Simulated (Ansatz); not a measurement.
## InH (model cell, started as wurtzite): a soft mode frozen in

Wanted: the energy along a soft mode of InH (model cell, started as wurtzite) and the structure at the end.

Calculated with Ansatz 0.2.0; DFT PBEsol, scalar-relativistic, plane waves, PAW.

The structure was built from a prototype and need not be the compound's stable phase.

## (1) The structure

The structure is hexagonal, space group P6_3mc (No. 186). The conventional cell has a = 3.260 Å, b = 3.260 Å, c = 6.827 Å, α = 90.00°, β = 90.00°, γ = 120.00°. In has 1 H at 2.02 Å nearest. Nearest to H lie 1 In at 2.02 Å. Farther neighbours are not listed.

## (2) Phonons on a q mesh

The cell comes from relaxations at this level that are not shown. Stability and thermal properties need the whole zone. Linear response on a 3×3×2 q mesh gives force constants as far as a supercell of that size would.

Contents of input.yaml:

```yaml
crystal:
  lattice:
    - [3.2601836778, 0.0, 0.0]
    - [-1.6300918389, 2.8234018859, 0.0]
    - [0.0, 0.0, 6.8269828696]
  atoms:
    - { symbol: In, position: [0.3333333333, 0.6666666667, 0.0396338471] }
    - { symbol: In, position: [0.6666666667, 0.3333333333, 0.5396338471] }
    - { symbol: H, position: [0.3333333333, 0.6666666667, 0.3353661529] }
    - { symbol: H, position: [0.6666666667, 0.3333333333, 0.8353661529] }
kpoints:
  mp_grid: { grid: [15, 15, 8] }
hamiltonian:
  xc: pbesol
scf:
  occupations: { method: methfessel_paxton, width: 0.2 }
output:
  eigenvalues: true
phonons:
  method: dfpt
  qmesh: [3, 3, 2]
  temperatures: { t_max: 1000, t_step: 50 }
  qpath:
    path:
      - [[0.0, 0.0, 0.0], [0.5, 0.0, 0.0], [0.33333333, 0.33333333, 0.0], [0.0, 0.0, 0.0], [0.0, 0.0, 0.5], [0.5, 0.0, 0.5], [0.33333333, 0.33333333, 0.5], [0.0, 0.0, 0.5]]
      - [[0.5, 0.0, 0.5], [0.5, 0.0, 0.0]]
      - [[0.33333333, 0.33333333, 0.5], [0.33333333, 0.33333333, 0.0]]
    npoints: 10
```

Run with:

```bash
$ ansatz run input.yaml --threads 4 --pin off --max-ram 7168MiB --backend cpu --events-out ev --progress --plain --runs-dir out
```

Numbers of over 12 decimals in the logs are rounded to 6 here.

The program printed:

```text
Warning: phonons: the dynamical matrix that this run interpolates holds no multipole term above the dipole-dipole one, and a site of this crystal is no centre of inversion, so its interpolated transverse optical and acoustic branches and sound speeds can stay off near Gamma, and the density of states and the thermodynamics with them. What a run solves at a wave vector of phonons.qpoints, Gamma apart, where the deck admits one, is free of this, and under fd what a larger phonons.supercell samples
Engine: ansatz 0.2.0, aarch64-unknown-linux-gnu
Pseudopotentials: kind: paw
Pseudopotential: In, paw, valence charge 13, recommended cutoff 420 eV (normal), In.paw.azcp
Pseudopotential: H, paw, valence charge 1, recommended cutoff 420 eV (normal), H.paw.azcp
Functional definition: PBEsol
  exchange = pbesol_x
  correlation = pbesol_c
Crystal: 4 atoms, lattice volume = 62.841 Å³
Basis set: ecut = 420 eV, 1259 PW (Γ), exchange–correlation on 48×48×96 points (8 copies of the dense FFT grid, shifted against one another)
Bands: 18, of which v1, the nominal top of the filled ones, is band 14 counted from 1 (13 counted from 0)
Symmetry: 12 space group operations
k-points: 135 of 1800 (time reversal used)
Non-local potential: In, projectors of the file, l = 0: 2, l = 1: 2, l = 2: 2, l = 3: 2
Non-local potential: H, projectors of the file, l = 0: 2, l = 1: 1
PAW form: soft (Blöchl's): semilocal exchange-correlation on the pseudo side does not see the compensation charge
PAW frozen core: In, regenerated for the run's functional, and the local potential with it (the file was generated under x = pbe(κ = 0.804, μ = 0.219515), c = pbe(β = 0.066725))
PAW one-centre angular grid: In, 590 points (default); XC on 64 Gauss nodes
PAW one-centre angular grid: H, 110 points (default); XC on 64 Gauss nodes
Initial density: superposition of atomic densities (neutral atoms: chi_scale 0, normalization atom), corrected by the library's trained network
Initial wavefunctions: pseudopotential atomic-orbital guess
Functional: x = pbesol(κ = 0.804, μ = 0.123457), c = pbesol(β = 0.046)
SCF iter   1: F=—  HF=-11080.476876 eV  |F-HF|=—  |Δ(HF+E_count)|=         —  Δρ=9.24e-3  dr2=5.20e-2  ethr=1.77e-3  ⟨swp⟩=6.3  Hψ=26220  notcnv=0  defer=4
automatic band count: the SCF goes on with 22 bands, as 18 were too few: they end inside the smearing window of the response
preconditioner: auto → none  [insulator: Δε(μ)=0.134 eV  Ē_g=17.377 eV  σ=0.200 eV  W_gap=0.53  n_scr=10 (ndim 8)  ℏωp=24.8 eV  f_vac=0.000  D(μ)=0.49/eV (n_scr^D=2)  ε∞_Penn≈3.0]
SCF iter   2: F=—  HF=-11080.459328 eV  |F-HF|=—  |Δ(HF+E_count)|=   1.75e-2  S|Δr|=    0.00e0  Δρ=3.98e-3  dr2=8.29e-3  ethr=1.86e-4  ⟨swp⟩=1.0  Hψ=4050  notcnv=0  defer=4
SCF iter   3: F=—  HF=-11080.457029 eV  |F-HF|=—  |Δ(HF+E_count)|=   2.30e-3  S|Δr|=    0.00e0  Δρ=8.30e-4  dr2=3.34e-4  ethr=2.96e-5  ⟨swp⟩=2.0  Hψ=3045  notcnv=0  defer=4
SCF iter   4: F=—  HF=-11080.456967 eV  |F-HF|=—  |Δ(HF+E_count)|=   6.23e-5  S|Δr|=    0.00e0  Δρ=2.06e-4  dr2=1.72e-5  ethr=1.19e-6  ⟨swp⟩=2.1  Hψ=4504  notcnv=0  defer=4
SCF iter   5: F=—  HF=-11080.456967 eV  |F-HF|=—  |Δ(HF+E_count)|=   4.18e-7  S|Δr|=    0.00e0  Δρ=4.38e-5  dr2=4.82e-7  ethr=6.14e-8  ⟨swp⟩=2.6  Hψ=4658  notcnv=0  defer=4
SCF iter   6: F=—  HF=-11080.456970 eV  |F-HF|=—  |Δ(HF+E_count)|=   2.31e-6  S|Δr|=    0.00e0  Δρ=5.39e-6  dr2=6.64e-9  ethr=1.72e-9  ⟨swp⟩=2.1  Hψ=3199  notcnv=0  defer=4
SCF iter   7: F=—  HF=-11080.456970 eV  |F-HF|=—  |Δ(HF+E_count)|=   1.01e-8  S|Δr|=    0.00e0  Δρ=4.99e-7  dr2=6.91e-11  ethr=2.37e-11  ⟨swp⟩=2.0  Hψ=3307  notcnv=0  defer=4
SCF iter   8: F=-11080.456970 eV  HF=-11080.456970 eV  |F-HF|=5.46e-12  |Δ(HF+E_count)|=  6.37e-11  S|Δr|=    0.00e0  Δρ=6.19e-8  dr2=1.81e-12  ethr=1.00e-12  ⟨swp⟩=9.7  Hψ=16594  notcnv=0
SCF 1 converged in 8 iterations: F = -11080.456970 eV  dr2 = 1.81e-12
  greatest PAW one-centre occupation: 0.982 electrons in one spin orbital (limit 2), on the In atom at site 0 (counted from 0), in its partial waves of l = 2
Initial density: read from a saved state, or passed on in memory by an earlier SCF of this step, an earlier step, the calling program or the single point that the run made first
iter 1 solved again at ethr=2.18e-7 eV; its pass at ethr=3.10e-3 eV (dr2=6.10e-5 eV) is discarded
SCF iter   1: F=—  HF=-11080.456972 eV  |F-HF|=—  |Δ(HF+E_count)|=         —  Δρ=1.35e-6  dr2=5.15e-10  ethr=2.18e-7  ⟨swp⟩=2.5  Hψ=17091  notcnv=0
eigensolver tolerance schedule: the retry pair's looser diagonalisation over-reported the residual by 118456.47 of it (diagonalisation noise at an unbounded share of the residual, at the tolerance the schedule requests for it); recorded, not acted on — ethr = c·dr2/N_el stays at c = 1.0e-1
preconditioner: auto → Kerker (q_TF=auto, 2.384 Å⁻¹)  [metal: Δε(μ)=0.115 eV  Ē_g=14.980 eV  σ=0.200 eV  W_gap=0.46  n_scr=10 (ndim 8)  ℏωp=24.8 eV  f_vac=0.000  D(μ)=0.57/eV (n_scr^D=2)]
SCF iter   2: F=—  HF=-11080.456970 eV  |F-HF|=—  |Δ(HF+E_count)|=   2.91e-6  S|Δr|=    0.00e0  Δρ=9.36e-7  dr2=2.91e-10  ethr=1.84e-12  ⟨swp⟩=3.5  Hψ=6403  notcnv=0
SCF iter   3: F=—  HF=-11080.456970 eV  |F-HF|=—  |Δ(HF+E_count)|=  1.22e-10  S|Δr|=    0.00e0  Δρ=5.64e-7  dr2=1.01e-10  ethr=1.04e-12  ⟨swp⟩=2.0  Hψ=3924  notcnv=0
SCF iter   4: F=—  HF=-11080.456970 eV  |F-HF|=—  |Δ(HF+E_count)|=  5.46e-11  S|Δr|=    0.00e0  Δρ=2.03e-7  dr2=1.18e-11  ethr=1.00e-12  ⟨swp⟩=2.0  Hψ=3780  notcnv=0
SCF iter   5: F=-11080.456970 eV  HF=-11080.456970 eV  |F-HF|=3.64e-12  |Δ(HF+E_count)|=  7.28e-12  S|Δr|=    0.00e0  Δρ=1.27e-7  dr2=4.57e-12  ethr=1.00e-12  ⟨swp⟩=2.5  Hψ=5844  notcnv=0
SCF 2 converged in 5 iterations: F = -11080.456970 eV  dr2 = 4.57e-12
phonons: the bands overlap, so this run is a metal and interpolates without the dipole-dipole term. If the crystal is really an insulator or semiconductor, its LO-TO splitting is missing
NSCF: frozen V_eff on 135 k-points
NSCF: frozen V_eff on 488 k-points
DFPT response loops at q = (0, 0, 0) (fractional): preconditioner auto → Kerker (q_TF=auto, 2.384 Å⁻¹) (partly filled bands, converged f_vac=0.000); β = 1.00, the filter's whole step (`scf.mixing.beta` (0.50) is not read by the response loops under this deck's `scf.mixing.preconditioner`; to damp them name `kerker` or `kerker_dos`, under which they read `scf.mixing.beta`, and type it under 1.00, their step now; both keys bind the ground state too); Broyden in place of MSR1
NSCF: frozen V_eff on 976 k-points
DFPT response loops at q = (0, 0, -0.5) (fractional): mixed as the last ones told, above
NSCF: frozen V_eff on 1920 k-points
DFPT response loops at q = (0, 0.333333, 0) (fractional): mixed as the last ones told, above
NSCF: frozen V_eff on 1920 k-points
DFPT response loops at q = (0, 0.333333, -0.5) (fractional): mixed as the last ones told, above
NSCF: frozen V_eff on 1830 k-points
DFPT response loops at q = (0.333333, 0.333333, 0) (fractional): mixed as the last ones told, above
NSCF: frozen V_eff on 1830 k-points
DFPT response loops at q = (0.333333, 0.333333, -0.5) (fractional): mixed as the last ones told, above
SCF converged after 8 iterations
Stability not checked: this state was not tested for a lower state beside it, because cold or Methfessel-Paxton smearing, or corrected tetrahedra, fill the levels in a way that the test cannot read (fill_not_monotonic; see scf.lower_state_search)
Free energy (F): -11080.456970 eV
Harris-Foulkes:  -11080.456970 eV  (|F-HF|=5.46e-12)
Internal energy: -11080.461045 eV  (E = F + TS)
E sigma→0 (E₀):  -11080.457988 eV
Entropy (-TS):   0.004076 eV (1.019 meV/atom)
Fermi energy:    8.511910 eV
--- Per-component energies (eV) ---
  E_band       = -88.841996
  E_kinetic    = 508.633850
  E_local      = -2349.505523  (includes V_loc(G=0)·N_el)
  E_nonlocal   = 737.752349
  E_hartree    = 918.027009
  E_xc         = -444.967413
  E_vxc        = -222.868631  (∫ρ·V_xc dr)
  E_paw        = -8164.081498  (= ΣΔE_a)
  E_vpaw       = -598.906039  (= ΣTr[D̂ρ^β])
  E_aug_tail   = -0.001975  (compensation charges beyond the density's cutoff)
  E_ewald      = -2286.789650
  E_core_change = 0.471805  (= ΣΔE_core)
  E_smearing   = 0.004076  (= −TS)
  E_closure    = 0.000000  (closes the sum)
  Σ components = -11080.456970   (vs F -11080.456970, Δ=0.00e0)
--- Band table (eV; the first three rows and the last of 135) ---
  k-point 0: bands = [... 10 lower, -1.7035, 1.2311, 2.3881, 10.5134, 12.6057, 15.5078, 17.6814, 17.6814, ... 4 higher]
  k-point 1: bands = [... 10 lower, -1.6512, 0.8157, 2.9077, 9.8456, 13.1602, 15.4815, 17.7256, 17.7256, ... 4 higher]
  k-point 2: bands = [... 10 lower, -1.4938, 0.1850, 3.8496, 8.6392, 13.9945, 15.3998, 17.8549, 17.8549, ... 4 higher]
  k-point 134: bands = [... 10 lower, 3.7632, 3.7632, 6.4607, 6.4607, 7.9231, 7.9231, 11.5989, 11.5989, ... 4 higher]
--- Phonons (Γ-DFPT): 4 representative perturbations + reference (Σ response iterations 14) ---
  ASR residual: 1.277e-5 → 0.000e0 eV/Å²; symmetrization residual: 8.543e-7 eV/Å²
  ASR residual per site (eV/Å²): 9.53e-6 9.53e-6 1.28e-5 1.28e-5
  Γ frequencies (cm⁻¹): -255.85 -255.85 -121.13 -121.13 -7.87 0.00 0.00 0.00 37.69 37.69 633.18 791.52
--- Phonons (arbitrary-q DFPT): 6 irreducible q on the 3×3×2 mesh ---
  q = [0.0000, 0.0000, 0.0000] (star 1, of the zone-centre solve; hermiticity 4.47e-7, symmetrization 1.72e-12): -255.85 -255.85 -121.13 -121.13 -7.87 -0.00 0.00 0.00 37.69 37.69 633.18 791.52
  q = [0.0000, 0.0000, -0.5000] (star 1, 4 solved perturbations in 1360 linear systems a pass and spin channel, the states on 488 of 1800 k-point pairs; hermiticity 3.14e-7, symmetrization 8.23e-13): -186.52 -186.52 -186.52 -186.52 30.66 30.66 30.66 30.66 65.18 65.18 503.03 503.03
  q = [0.0000, 0.3333, 0.0000] (star 6, 12 solved perturbations on 960 of 1800 k-point pairs; hermiticity 4.36e-7, symmetrization 7.49e-7): -504.98 -459.22 -248.51 -89.22 33.95 36.62 45.46 97.08 111.26 195.90 438.50 681.29
  q = [0.0000, 0.3333, -0.5000] (star 6, 12 solved perturbations on 960 of 1800 k-point pairs; hermiticity 4.43e-7, symmetrization 8.76e-7): -471.55 -471.55 -246.21 -246.21 42.29 42.29 56.03 56.03 101.45 101.45 614.95 614.95
  q = [0.3333, 0.3333, 0.0000] (star 2, 4 solved perturbations in 2476 linear systems a pass and spin channel, the states on 915 of 1800 k-point pairs; hermiticity 5.35e-7, symmetrization 3.31e-8): -540.65 -313.03 -313.03 -218.70 -43.82 -43.82 75.26 86.53 102.28 102.28 473.41 473.41
  q = [0.3333, 0.3333, -0.5000] (star 2, 4 solved perturbations in 2476 linear systems a pass and spin channel, the states on 915 of 1800 k-point pairs; hermiticity 6.83e-7, symmetrization 4.56e-8): -458.73 -458.73 -358.75 -358.75 63.47 63.47 79.04 79.04 104.24 104.24 647.28 647.28
  sum rule: each row above includes the acoustic sum rule's correction from the zone centre's row sums; it moved no ω² by more than (1.86 cm⁻¹)²
  mesh force constants: q→R imaginary residual 0.00e0; ASR residual 1.277e-5 → 0.000e0 eV/Å²; symmetrization residual 3.553e-15 eV/Å²
  interpolated dispersion: 93 rows × 12 modes
  density of states and harmonic sums: on the 24×24×10 q-mesh, interpolated from the force constants of a 3×3×2 supercell (no non-analytic term)
  largest difference from the sums on the solved wave vectors: F 8.52e-2 eV, S 1.10e-4 and C_V 2.76e-5 eV/K
  zero-point energy: 0.098548 eV/cell   skipped modes (ω ≤ 0): 1528, of them read as no rigid motion or as one in doubt: 1525 (4.159e0 modes/cell left out, lowest -544.26 cm⁻¹)   left out of the sums: 3.47e-1 of the cell's modes: C_V's classical limit lies that fraction below 3 k_B per atom; for a crystal, a wire or a layer, F and S can be off by more, and a phonons.interpolated_qmesh denser along its periods is the remedy for the sampling
```

Elapsed: 12 min, on 4 threads of Arm Neoverse V2, shared host; peak memory 3 GiB; 46 min of CPU time.

Numbers from this step:

- volume per atom: 15.71 Å³
- gap on the k-mesh: 0 eV
- sum-rule residual before enforcement: 1.28e-5 eV/Å²
- lowest frequency on the path: -544.4 cm⁻¹
- point group: 6mm
- highest frequency on the path or at a solved wavevector: 791.5 cm⁻¹
- highest optical mode at the zone centre (no LO-TO term): 791.5 cm⁻¹
- lowest optical zone-centre mode: -255.8 cm⁻¹
- lowest mode on the q mesh (acoustic modes at Γ apart): -540.6 cm⁻¹

Frequencies (cm⁻¹) solved at each irreducible wavevector; negative means imaginary. Frequencies by wavevector, by row:

```
q in reciprocal lattice units  star  mode 1  mode 2  mode 3  mode 4  mode 10  mode 11  mode 12
                        0 0 0     1  -255.8  -255.8  -121.1  -121.1     37.7    633.2    791.5
                     0 0 -0.5     1  -186.5  -186.5  -186.5  -186.5     65.2      503      503
                   0 0.3333 0     6    -505  -459.2  -248.5   -89.2    195.9    438.5    681.3
                0 0.3333 -0.5     6  -471.6  -471.6  -246.2  -246.2    101.5      615      615
              0.3333 0.3333 0     2  -540.6    -313    -313  -218.7    102.3    473.4    473.4
           0.3333 0.3333 -0.5     2  -458.7  -458.7  -358.8  -358.8    104.2    647.3    647.3
```

Interpolated from a 3×3×2 q mesh. The phonon branches at the labelled points (cm⁻¹):

```
    point  branch 1  branch 2  branch 3  branch 4  branch 9  branch 10  branch 11  branch 12
        Γ      -256      -256      -121      -121        38         38        633        792
  halfway      -457      -425      -193       -72       100        173        498        730
        M      -540      -481      -288      -108       117        214        398        607
  halfway      -544      -418      -287       -94       112        121        409        568
        K      -541      -313      -313      -219       102        102        473        473
  halfway      -498      -401      -202       -85        88        120        468        707
        Γ      -256      -256      -121      -121        38         38        633        792
  halfway      -235      -235      -140      -140        36         41        552        681
        A      -186      -186      -186      -186        65         65        503        503
  halfway      -419      -419      -232      -232        92         92        591        591
        L      -511      -511      -257      -257       112        112        634        634
  halfway      -489      -489      -306      -306       109        109        640        640
        H      -459      -459      -359      -359       104        104        647        647
  halfway      -438      -438      -256      -256        95         95        604        604
        A      -186      -186      -186      -186        65         65        503        503
jump to L      -511      -511      -257      -257       112        112        634        634
  halfway      -521      -462      -398       -11       114        160        513        640
        M      -540      -481      -288      -108       117        214        398        607
jump to H      -459      -459      -359      -359       104        104        647        647
  halfway      -486      -406      -406      -252       102        102        574        574
        K      -541      -313      -313      -219       102        102        473        473
```

Symmetry leaves 6 wavevectors to solve. The lowest mode among them, the acoustic zeros apart, lies at q = (0.333, 0.333, 0) and is imaginary, 540.6i cm⁻¹, so the energy falls along it. Between them the interpolated path dips to 544i cm⁻¹.

## (3) The mode frozen in, largest atomic shift 0 Å

The mode followed lies at q = (0.333, 0.333, 0) with frequency 540.7i cm⁻¹, the softest among the wavevectors solved. At small amplitude the distorted cell has space group no. 185 by a symmetry search on the positions. The undistorted cell that holds it gives the zero of energy on the same k mesh.

System of this step: InH (model cell, started as wurtzite). The structure is hexagonal, space group P6_3mc (No. 186). Conventional cell: a = 3.260 Å, b = 3.260 Å, c = 6.827 Å, α = 90.00°, β = 90.00°, γ = 120.00°. Nearest to In lie 1 H at 2.02 Å. Nearest to H lie 1 In at 2.02 Å. Farther neighbours are not listed.

Contents of input.yaml:

```yaml
crystal:
  lattice:
    - [4.8902755167, -2.8234018859, 0.0]
    - [4.8902755166, 2.823401886, 0.0]
    - [0.0, 0.0, 6.8269828696]
  atoms:
    - { symbol: In, position: [0.6666666667, 0.3333333333, 0.0396338471] }
    - { symbol: In, position: [0.0, 0.6666666667, 0.0396338471] }
    - { symbol: In, position: [0.3333333333, 0.0, 0.0396338471] }
    - { symbol: In, position: [0.0, 0.3333333333, 0.5396338471] }
    - { symbol: In, position: [0.3333333333, 0.6666666667, 0.5396338471] }
    - { symbol: In, position: [0.6666666667, 0.0, 0.5396338471] }
    - { symbol: H, position: [0.6666666667, 0.3333333333, 0.3353661529] }
    - { symbol: H, position: [0.0, 0.6666666667, 0.3353661529] }
    - { symbol: H, position: [0.3333333333, 0.0, 0.3353661529] }
    - { symbol: H, position: [0.0, 0.3333333333, 0.8353661529] }
    - { symbol: H, position: [0.3333333333, 0.6666666667, 0.8353661529] }
    - { symbol: H, position: [0.6666666667, 0.0, 0.8353661529] }
kpoints:
  mp_grid: { grid: [9, 9, 6] }
hamiltonian:
  xc: pbesol
scf:
  occupations: { method: methfessel_paxton, width: 0.2 }
output:
  forces: true
  stress: true
  eigenvalues: true
```

The program printed:

```text
[...]
Crystal: 12 atoms, lattice volume = 188.523 Å³
Basis set: ecut = 420 eV, 3683 PW (Γ), exchange–correlation on 80×80×96 points (8 copies of the dense FFT grid, shifted against one another)
Bands: 54, of which v1, the nominal top of the filled ones, is band 42 counted from 1 (41 counted from 0)
Symmetry: 36 space group operations
[...]
k-point 0: bands = [... 38 lower, 7.1512, 7.3964, 7.3964, 7.3964, 7.3964, 9.1723, 9.1723, 9.2302, ... 8 higher]
  k-point 1: bands = [... 38 lower, 7.0777, 7.0777, 7.0777, 7.2416, 7.2416, 8.9401, 8.9401, 9.4785, ... 8 higher]
  k-point 2: bands = [... 38 lower, 6.6378, 6.6378, 6.6378, 7.5060, 7.5060, 7.7977, 8.4398, 8.4398, ... 8 higher]
  k-point 47: bands = [... 38 lower, 7.0763, 7.0763, 7.0763, 7.0763, 9.7374, 9.7374, 9.7374, 9.7374, ... 8 higher]
[key lines of the parts left out:]
SCF converged after 7 iterations
Free energy (F): -33241.321788 eV
Fermi energy:    8.479983 eV
P = ⅓ Tr σ = 0.1042 GPa (1.042 kbar)
```

Elapsed: 7.4 s, on 4 threads; peak memory 0.69 GiB.

Numbers from this step:

* pressure: 0.1042 GPa
* energy from the undistorted cell: 0 meV/atom

The run ends at a pressure of 0.10 GPa, with forces up to 0.0091 eV/Å.

(Continued in part 2 of 3.)

[Logs are printed without paths, hosts, clocks, repeated set-up lines and the standing remarks that a program may print on its own settings, such as how far it seeks lower states.]

[Hosts, paths, dates, database ids (printed as entryN), source tags and the programs' standing remarks are cut or masked in the printed files.]
